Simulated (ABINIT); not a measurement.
**CsSnH3 (Pm-3m): zone-centre phonons**

Which modes does CsSnH3 (Pm-3m) have at the zone centre?

Program: ABINIT 10.8.3. Level of theory: DFT PBE, scalar-relativistic, plane waves, PseudoDojo norm-conserving pseudopotentials. Results are calculated unless marked as measured.

The structure was built from a prototype and need not be the compound's stable phase.

## 1. Starting point

It takes space group Pm-3m (No. 221, cubic). Conventional cell: a = 4.802 Å, b = 4.802 Å, c = 4.802 Å, α = 90.00°, β = 90.00°, γ = 90.00°. Nearest to Cs lie 12 H at 3.40 Å. Sn has 6 H at 2.40 Å nearest. H has 2 Sn at 2.40 Å and 4 Cs at 3.40 Å and 8 H at 3.40 Å nearest. Farther neighbours are not listed.

## 2. A probe with smearing

A first run with smearing and empty bands tells whether the crystal has a gap, which decides between fixed occupations and smearing later on.

Contents of probe.abi:

```
# ground state
tolvrs 1.0d-08
prtden 1
prtwf 1

# basis, mesh and filling
ecut 40.0
ecutsm 3.0
ngkpt 4 4 4
nshiftk 1
shiftk 0.0 0.0 0.0
istwfk *1
occopt 7
tsmear 0.005
nband 20
nstep 100
diemac 9.0
prtebands 0
prtgsr 0
useylm 1

# cell and atoms
acell 9.074464851 9.074464851 9.074464851
rprim 
    1.0 0.0 0.0
    0.0 1.0 0.0
    0.0 0.0 1.0
ntypat 3
znucl 55 50 1
natom 5
typat 1 2 3 3 3
xred 
    0.0 0.0 0.0
    0.5 0.5 0.5
    0.5 0.5 0.0
    0.5 0.0 0.5
    0.0 0.5 0.5
pp_dirpath "./pseudo"
pseudos "Cs.upf, Sn.upf, H.upf"
```

Run with:

```console
$ OMP_NUM_THREADS=1 mpirun -n 4 abinit probe.abi > probe.log
```

Numbers of over 12 decimals in the logs are rounded to 6 here.

probe.abo, the main output file:

```text
[banners, grids, parts of the stress and lines that vanish by symmetry left out]
- input  file    -> probe.abi
- output file    -> probe.abo
- root for input  files -> probei
[...]
Symmetries : space group Pm -3 m (#221); Bravais cP (primitive cubic)
[...]
mpw =        9104          nfft =      157464          nkpt =          10
[...]
== DATASET  1 ==================================================================
[...]
cutoff_energies: {ecut:  40.0, pawecutdg:  -1.0, }
[...]
ETOT  1  -103.41402003617    -1.034E+02 4.496E-01 1.948E+02
 ETOT  2  -103.89524639897    -4.812E-01 9.590E-03 6.558E+01
 ETOT  3  -103.90016521073    -4.919E-03 1.264E-03 8.289E+00
 ETOT  4  -103.90046390849    -2.987E-04 1.360E-03 4.703E-01
 ETOT  5  -103.90049352390    -2.962E-05 1.817E-03 3.591E-02
[...]
ETOT 10  -103.90049647459    -1.308E-10 6.805E-05 1.269E-08
 ETOT 11  -103.90049647461    -1.738E-11 6.586E-05 5.774E-10
 At SCF step   11       vres2   =  5.77E-10 < tolvrs=  1.00E-08 =>converged.
[...]
sigma(1 1)=  9.19031936E-05  sigma(3 2)=  0.00000000E+00
  sigma(2 2)=  9.19031936E-05  sigma(3 1)=  0.00000000E+00
  sigma(3 3)=  9.19031936E-05  sigma(2 1)=  0.00000000E+00
[...]
convergence: {deltae: -1.738E-11, res2:  5.774E-10, residm:  6.586E-05, diffor: null, }
etotal    :  -1.03900496E+02
[...]
sigma(1 1)=  9.19031936E-05  sigma(3 2)=  0.00000000E+00
  sigma(2 2)=  9.19031936E-05  sigma(3 1)=  0.00000000E+00
  sigma(3 3)=  9.19031936E-05  sigma(2 1)=  0.00000000E+00
[...]
- sigma(1 1)=  2.70388531E+00  sigma(3 2)=  0.00000000E+00
- sigma(2 2)=  2.70388531E+00  sigma(3 1)=  0.00000000E+00
- sigma(3 3)=  2.70388531E+00  sigma(2 1)=  0.00000000E+00
[...]
fcart     -0.0000000000E+00 -0.0000000000E+00 -0.0000000000E+00
           strten      9.1903193562E-05  9.1903193562E-05  9.1903193562E-05
================================================================================

[key lines of the parts left out:]
pressure_GPa:  -2.7039E+00
```

Run time: 21 s. Hardware: 4 MPI ranks of Arm Neoverse V2, shared host.

Numbers from this step:

- volume per atom: 22.15 Å³
- pressure: -2.704 GPa
- gap on the k-mesh: 0 eV

No gap opens on this mesh, so smearing is kept.

## 3. Rough relaxation

The typed start is rough, so a first relaxation with smearing and loose thresholds takes it towards rest cheaply.

Contents of prerelax.abi:

```
# relaxation
ionmov 2
optcell 2
dilatmx 1.15
chkdilatmx 0
ntime 40
tolmxf 3.0d-04
tolvrs 1.0d-10
prtwf 0
prtden 0
chksymtnons 0

# basis, mesh and filling
ecut 32.0
ecutsm 3.0
ngkpt 4 4 4
nshiftk 1
shiftk 0.0 0.0 0.0
istwfk *1
occopt 7
tsmear 0.005
nband 20
nstep 100
diemac 1000000.0
prtebands 0
prtgsr 0
useylm 1

# cell and atoms
acell 9.074464851 9.074464851 9.074464851
rprim 
    1.0 0.0 0.0
    0.0 1.0 0.0
    0.0 0.0 1.0
ntypat 3
znucl 55 50 1
natom 5
typat 1 2 3 3 3
xred 
    0.0 0.0 0.0
    0.5 0.5 0.5
    0.5 0.5 0.0
    0.5 0.0 0.5
    0.0 0.5 0.5
pp_dirpath "./pseudo"
pseudos "Cs.upf, Sn.upf, H.upf"
```

Run with:

```console
$ OMP_NUM_THREADS=1 mpirun -n 4 abinit prerelax.abi > prerelax.log
```

prerelax.abo, the main output file:

```text
[banners, grids, parts of the stress and lines that vanish by symmetry left out]
- input  file    -> prerelax.abi
- output file    -> prerelax.abo
- root for input  files -> prerelaxi
[...]
Symmetries : space group Pm -3 m (#221); Bravais cP (primitive cubic)
[...]
mpw =        9890          nfft =      157464          nkpt =          10
[...]
== DATASET  1 ==================================================================
[...]
cutoff_energies: {ecut:  32.0, pawecutdg:  -1.0, }
[...]
ETOT  1  -103.54283233375    -1.035E+02 4.571E-01 2.243E+02
 ETOT  2  -103.89478502763    -3.520E-01 4.534E-03 4.254E+01
 ETOT  3  -103.89858234915    -3.797E-03 2.698E-03 6.836E+00
 ETOT  4  -103.89883461913    -2.523E-04 1.347E-03 1.067E-01
 ETOT  5  -103.89884061662    -5.997E-06 3.682E-04 4.391E-02
[...]
At SCF step   12       vres2   =  4.59E-11 < tolvrs=  1.00E-10 =>converged.
[...]
ETOT 10  -103.90529314208    -9.393E-12 9.473E-10 4.318E-11
 At SCF step   10       vres2   =  4.32E-11 < tolvrs=  1.00E-10 =>converged.
[...]
sigma(1 1)=  1.48996538E-06  sigma(3 2)=  0.00000000E+00
  sigma(2 2)=  1.48996538E-06  sigma(3 1)=  0.00000000E+00
  sigma(3 3)=  1.48996538E-06  sigma(2 1)=  0.00000000E+00
[...]
convergence: {deltae: -9.393E-12, res2:  4.318E-11, residm:  9.473E-10, diffor: null, }
etotal    :  -1.03905293E+02
[...]
At Broyd/MD step   5, gradients are converged :
[...]
sigma(1 1)=  1.48996538E-06  sigma(3 2)=  0.00000000E+00
  sigma(2 2)=  1.48996538E-06  sigma(3 1)=  0.00000000E+00
  sigma(3 3)=  1.48996538E-06  sigma(2 1)=  0.00000000E+00
[...]
- sigma(1 1)=  4.38362948E-02  sigma(3 2)=  0.00000000E+00
- sigma(2 2)=  4.38362948E-02  sigma(3 1)=  0.00000000E+00
- sigma(3 3)=  4.38362948E-02  sigma(2 1)=  0.00000000E+00
[...]
fcart     -0.0000000000E+00 -0.0000000000E+00 -0.0000000000E+00
           strten      1.4899653754E-06  1.4899653754E-06  1.4899653754E-06
================================================================================

[key lines of the parts left out:]
pressure_GPa:  -4.3836E-02
Total energy (etotal) [Ha]= -1.03905293142075E+02
```

Elapsed: 100 s, on 4 MPI ranks.

Step by step:

```tsv
step	energy less that of the first step (eV)	largest force (eV/Å)	volume (Å³)
1	0.0000	0.0000	110.73
2	-0.0152	0.0000	109.82
3	-0.1656	0.0000	89.22
4	-0.1739	0.0000	93.94
5	-0.1755	0.0000	92.65
```

```tsv
conventional cell, symmetrised	before	after	change
a (Å)	4.802	4.525	-5.8 %
b (Å)	4.802	4.525	-5.8 %
c (Å)	4.802	4.525	-5.8 %
volume (Å³/atom)	22.15	18.53	-16.3 %
```

Final coordinates:

```xyz
5
Lattice="4.5250 0.0000 0.0000 0.0000 4.5250 0.0000 0.0000 0.0000 4.5250" Properties=species:S:1:pos:R:3 pbc="T T T"
Cs    0.0000    0.0000    0.0000
Sn    2.2625    2.2625    2.2625
H     2.2625    2.2625    0.0000
H     2.2625    0.0000    2.2625
H     0.0000    2.2625    2.2625
```

This step gave:

```yaml
volume_per_atom: 18.53 Å³
pressure: -0.04384 GPa
```

The volume changes by -16.3 % in this run and stands -16.3 % from the first cell.

## 4. Rough relaxation

The cell changed much, so the rough relaxation is repeated on a basis made for the new cell.

prerelax.abi: that of step 3 with these lines changed.

```diff
@@ -29,3 +29,3 @@
 # cell and atoms
-acell 9.074464851 9.074464851 9.074464851
+acell 8.550945311 8.550945311 8.550945311
 rprim
```

prerelax.abo, the main output file:

```text
[banners, grids, parts of the stress and lines that vanish by symmetry left out]
- input  file    -> prerelax.abi
- output file    -> prerelax.abo
- root for input  files -> prerelaxi
[...]
Symmetries : space group Pm -3 m (#221); Bravais cP (primitive cubic)
[...]
mpw =        8261          nfft =      157464          nkpt =          10
[...]
== DATASET  1 ==================================================================
[...]
cutoff_energies: {ecut:  32.0, pawecutdg:  -1.0, }
[...]
ETOT  1  -103.64481376416    -1.036E+02 3.076E-01 2.103E+02
 ETOT  2  -103.90297690001    -2.582E-01 7.614E-03 3.300E+01
 ETOT  3  -103.90511354448    -2.137E-03 2.459E-03 4.834E+00
 ETOT  4  -103.90528828448    -1.747E-04 1.628E-03 4.798E-02
 ETOT  5  -103.90529249404    -4.210E-06 2.613E-04 8.810E-03
[...]
ETOT 10  -103.90529314206    -2.527E-11 1.853E-04 7.479E-09
 ETOT 11  -103.90529314207    -7.518E-12 5.311E-05 4.518E-11
 At SCF step   11       vres2   =  4.52E-11 < tolvrs=  1.00E-10 =>converged.
[...]
sigma(1 1)=  1.49011330E-06  sigma(3 2)=  0.00000000E+00
  sigma(2 2)=  1.49011330E-06  sigma(3 1)=  0.00000000E+00
  sigma(3 3)=  1.49011330E-06  sigma(2 1)=  0.00000000E+00
[...]
convergence: {deltae: -7.518E-12, res2:  4.518E-11, residm:  5.311E-05, diffor: null, }
etotal    :  -1.03905293E+02
[...]
At Broyd/MD step   1, gradients are converged :
[...]
sigma(1 1)=  1.49011330E-06  sigma(3 2)=  0.00000000E+00
  sigma(2 2)=  1.49011330E-06  sigma(3 1)=  0.00000000E+00
  sigma(3 3)=  1.49011330E-06  sigma(2 1)=  0.00000000E+00
[...]
- sigma(1 1)=  4.38406469E-02  sigma(3 2)=  0.00000000E+00
- sigma(2 2)=  4.38406469E-02  sigma(3 1)=  0.00000000E+00
- sigma(3 3)=  4.38406469E-02  sigma(2 1)=  0.00000000E+00
[...]
fcart     -0.0000000000E+00 -0.0000000000E+00 -0.0000000000E+00
           strten      1.4901133001E-06  1.4901133001E-06  1.4901133001E-06
================================================================================

[key lines of the parts left out:]
pressure_GPa:  -4.3841E-02
Total energy (etotal) [Ha]= -1.03905293142069E+02
```

It took 20 s on 4 MPI ranks; 81 s of CPU time.

Little changed from the start: no atom moved by 0.005 Å and no cell edge by 0.1 %.

The volume changes by +0.0 % in this run and stands -16.3 % from the first cell.

## 5. Relaxing the cell and atoms

The harmonic expansion needs vanishing forces, and a free crystal bears no stress, so cell and atoms are brought to rest. Stress is more sensitive to the basis than forces are: the last 3 Ha under the cutoff are smoothed with ecutsm.

relax.abi, as its differences from prerelax.abi of step 4:

```diff
@@ -3,7 +3,6 @@
 optcell 2
-dilatmx 1.15
-chkdilatmx 0
+dilatmx 1.08
 ntime 40
-tolmxf 3.0d-04
-tolvrs 1.0d-10
+tolmxf 1.0d-05
+tolvrs 1.0d-14
 prtwf 0
@@ -13,5 +12,5 @@
 # basis, mesh and filling
-ecut 32.0
+ecut 40.0
 ecutsm 3.0
-ngkpt 4 4 4
+ngkpt 6 6 6
 nshiftk 1
@@ -20,3 +19,3 @@
 occopt 7
-tsmear 0.005
+tsmear 0.01
 nband 20
```

Run with:

```console
$ OMP_NUM_THREADS=1 mpirun -n 4 abinit relax.abi > relax.log
```

relax.abo, the main output file:

```text
[banners, grids, parts of the stress and lines that vanish by symmetry left out]
- input  file    -> relax.abi
- output file    -> relax.abo
- root for input  files -> relaxi
[...]
Symmetries : space group Pm -3 m (#221); Bravais cP (primitive cubic)
[...]
mpw =        9570          nfft =      157464          nkpt =          20
[...]
== DATASET  1 ==================================================================
[...]
cutoff_energies: {ecut:  40.0, pawecutdg:  -1.0, }
[...]
ETOT  1  -103.59152419874    -1.036E+02 2.957E-01 1.853E+02
 ETOT  2  -103.91299632835    -3.215E-01 6.488E-03 4.082E+01
 ETOT  3  -103.91525328952    -2.257E-03 2.396E-03 6.591E+00
 ETOT  4  -103.91549060577    -2.373E-04 1.149E-03 9.256E-02
 ETOT  5  -103.91549724723    -6.641E-06 9.615E-04 2.615E-02
[...]
At SCF step   16       vres2   =  3.55E-15 < tolvrs=  1.00E-14 =>converged.
[...]
sigma(1 1)=  4.22349900E-06  sigma(3 2)=  0.00000000E+00
  sigma(2 2)=  4.22349900E-06  sigma(3 1)=  0.00000000E+00
  sigma(3 3)=  4.22349900E-06  sigma(2 1)=  0.00000000E+00
[...]
convergence: {deltae:  2.103E-12, res2:  3.545E-15, residm:  2.652E-05, diffor: null, }
etotal    :  -1.03915499E+02
[...]
ETOT  1  -103.91549747402    -1.039E+02 2.152E-05 3.643E-02
[...]
At SCF step   11       vres2   =  1.08E-15 < tolvrs=  1.00E-14 =>converged.
[...]
sigma(1 1)=  3.89838600E-06  sigma(3 2)=  0.00000000E+00
  sigma(2 2)=  3.89838600E-06  sigma(3 1)=  0.00000000E+00
  sigma(3 3)=  3.89838600E-06  sigma(2 1)=  0.00000000E+00
[...]
convergence: {deltae: -3.737E-12, res2:  1.077E-15, residm:  2.993E-06, diffor: null, }
etotal    :  -1.03915500E+02
[...]
ETOT  1  -103.91516925772    -1.039E+02 1.240E-01 5.183E+00
[...]
ETOT 12  -103.91550533554     2.302E-12 2.976E-04 1.559E-14
 ETOT 13  -103.91550533555    -8.072E-12 2.218E-05 1.277E-15
 At SCF step   13       vres2   =  1.28E-15 < tolvrs=  1.00E-14 =>converged.
[...]
sigma(1 1)= -2.47423644E-08  sigma(3 2)=  0.00000000E+00
  sigma(2 2)= -2.47423644E-08  sigma(3 1)=  0.00000000E+00
  sigma(3 3)= -2.47423644E-08  sigma(2 1)=  0.00000000E+00
[...]
convergence: {deltae: -8.072E-12, res2:  1.277E-15, residm:  2.218E-05, diffor: null, }
etotal    :  -1.03915505E+02
[...]
At Broyd/MD step   3, gradients are converged :
[...]
sigma(1 1)= -2.47423644E-08  sigma(3 2)=  0.00000000E+00
  sigma(2 2)= -2.47423644E-08  sigma(3 1)=  0.00000000E+00
  sigma(3 3)= -2.47423644E-08  sigma(2 1)=  0.00000000E+00
[...]
- sigma(1 1)= -7.27945492E-04  sigma(3 2)=  0.00000000E+00
- sigma(2 2)= -7.27945492E-04  sigma(3 1)=  0.00000000E+00
- sigma(3 3)= -7.27945492E-04  sigma(2 1)=  0.00000000E+00
[...]
fcart     -0.0000000000E+00 -0.0000000000E+00 -0.0000000000E+00
           strten     -2.4742364365E-08 -2.4742364367E-08 -2.4742364360E-08
================================================================================

[key lines of the parts left out:]
pressure_GPa:   7.2795E-04
Total energy (etotal) [Ha]= -1.03915505335548E+02
```

Wall time 1.9 min (4 MPI ranks); 7.5 min of CPU time.

Relaxation path:

```tsv
step	energy less that of the first step (eV)	largest force (eV/Å)	volume (Å³)
1	0.0000	0.0000	92.65
2	0.0000	0.0000	92.61
3	-0.0002	0.0000	92.20
```

```tsv
conventional cell, symmetrised	before	after	change
a (Å)	4.525	4.518	-0.2 %
b (Å)	4.525	4.518	-0.2 %
c (Å)	4.525	4.518	-0.2 %
volume (Å³/atom)	18.53	18.44	-0.5 %
```

Final coordinates:

```cif
data_structure
_symmetry_space_group_name_H-M 'P 1'
_symmetry_Int_Tables_number 1
_cell_length_a 4.5176
_cell_length_b 4.5176
_cell_length_c 4.5176
_cell_angle_alpha 90.000
_cell_angle_beta 90.000
_cell_angle_gamma 90.000
_cell_volume 92.20
loop_
_atom_site_label
_atom_site_type_symbol
_atom_site_fract_x
_atom_site_fract_y
_atom_site_fract_z
_atom_site_occupancy
Cs1 Cs 0.00000 0.00000 0.00000 1
Sn2 Sn 0.50000 0.50000 0.50000 1
H3 H 0.50000 0.50000 0.00000 1
H4 H 0.50000 0.00000 0.50000 1
H5 H 0.00000 0.50000 0.50000 1
```

Read from the output:

| Item | Value |
| --- | --- |
| volume per atom | 18.44 Å³ |
| pressure | 7.28e-4 GPa |

The volume changes by -0.5 % in this run and stands -16.7 % from the first cell.

## 6. Self-consistent run for the response

The response is built on these wavefunctions, so the potential is converged far more tightly than an energy would need. ecutsm is kept as in the relaxation, so that the cell stays at rest. Smearing stays on, as the first look found no gap above 0.3 eV.

Contents of gs.abi:

```
# ground state
tolvrs 1.0d-16
prtden 1
prtwf 1

# basis, mesh and filling
ecut 40.0
ecutsm 3.0
ngkpt 6 6 6
nshiftk 1
shiftk 0.0 0.0 0.0
istwfk *1
occopt 7
tsmear 0.01
nband 20
nstep 100
diemac 1000000.0
prtebands 0
prtgsr 0
useylm 1

# cell and atoms
acell 8.536934247 8.536934247 8.536934247
rprim 
    1.0 0.0 0.0
    0.0 1.0 0.0
    0.0 0.0 1.0
ntypat 3
znucl 55 50 1
natom 5
typat 1 2 3 3 3
xred 
    0.0 0.0 0.0
    0.5 0.5 0.5
    0.5 0.5 0.0
    0.5 0.0 0.5
    0.0 0.5 0.5
pp_dirpath "./pseudo"
pseudos "Cs.upf, Sn.upf, H.upf"
```

Run with:

```console
$ OMP_NUM_THREADS=1 mpirun -n 4 abinit gs.abi > gs.log
```

gs.abo, the main output file:

```text
[banners, grids, parts of the stress and lines that vanish by symmetry left out]
- input  file    -> gs.abi
- output file    -> gs.abo
- root for input  files -> gsi
[...]
Symmetries : space group Pm -3 m (#221); Bravais cP (primitive cubic)
[...]
mpw =        7571          nfft =      125000          nkpt =          20
[...]
== DATASET  1 ==================================================================
[...]
cutoff_energies: {ecut:  40.0, pawecutdg:  -1.0, }
[...]
ETOT  1  -103.61817598056    -1.036E+02 3.774E-01 1.541E+02
 ETOT  2  -103.91330619159    -2.951E-01 7.823E-03 2.808E+01
 ETOT  3  -103.91529655965    -1.990E-03 1.724E-03 4.413E+00
 ETOT  4  -103.91549918968    -2.026E-04 7.719E-04 4.876E-02
 ETOT  5  -103.91550411067    -4.921E-06 3.292E-04 1.457E-02
[...]
ETOT 19  -103.91550533859     5.642E-12 6.581E-05 2.070E-16
 ETOT 20  -103.91550533860    -4.491E-12 5.204E-05 3.618E-19
 At SCF step   20       vres2   =  3.62E-19 < tolvrs=  1.00E-16 =>converged.
[...]
sigma(1 1)= -2.50868707E-08  sigma(3 2)=  0.00000000E+00
  sigma(2 2)= -2.50868707E-08  sigma(3 1)=  0.00000000E+00
  sigma(3 3)= -2.50868707E-08  sigma(2 1)=  0.00000000E+00
[...]
convergence: {deltae: -4.491E-12, res2:  3.618E-19, residm:  5.204E-05, diffor: null, }
etotal    :  -1.03915505E+02
[...]
sigma(1 1)= -2.50868707E-08  sigma(3 2)=  0.00000000E+00
  sigma(2 2)= -2.50868707E-08  sigma(3 1)=  0.00000000E+00
  sigma(3 3)= -2.50868707E-08  sigma(2 1)=  0.00000000E+00
[...]
- sigma(1 1)= -7.38081218E-04  sigma(3 2)=  0.00000000E+00
- sigma(2 2)= -7.38081218E-04  sigma(3 1)=  0.00000000E+00
- sigma(3 3)= -7.38081218E-04  sigma(2 1)=  0.00000000E+00
[...]
fcart     -0.0000000000E+00 -0.0000000000E+00 -0.0000000000E+00
           strten     -2.5086870701E-08 -2.5086870700E-08 -2.5086870701E-08
================================================================================

[key lines of the parts left out:]
pressure_GPa:   7.3808E-04
```

Elapsed: 44 s, on 4 MPI ranks; 3 min of CPU time.

This step gave:

- pressure: 7.38e-4 GPa

The cell stands at 7.4e-4 GPa, close enough for phonons.

[end of part 1 of 4]

[Host names and launcher messages were left out of these logs when they were recorded.]

[Logs are printed without paths, hosts, clocks, repeated set-up lines and the standing remarks that a program may print on its own settings, such as how far it seeks lower states.]

[Hosts, paths, dates, database ids (printed as entryN), source tags and the programs' standing remarks are cut or masked in the printed files.]
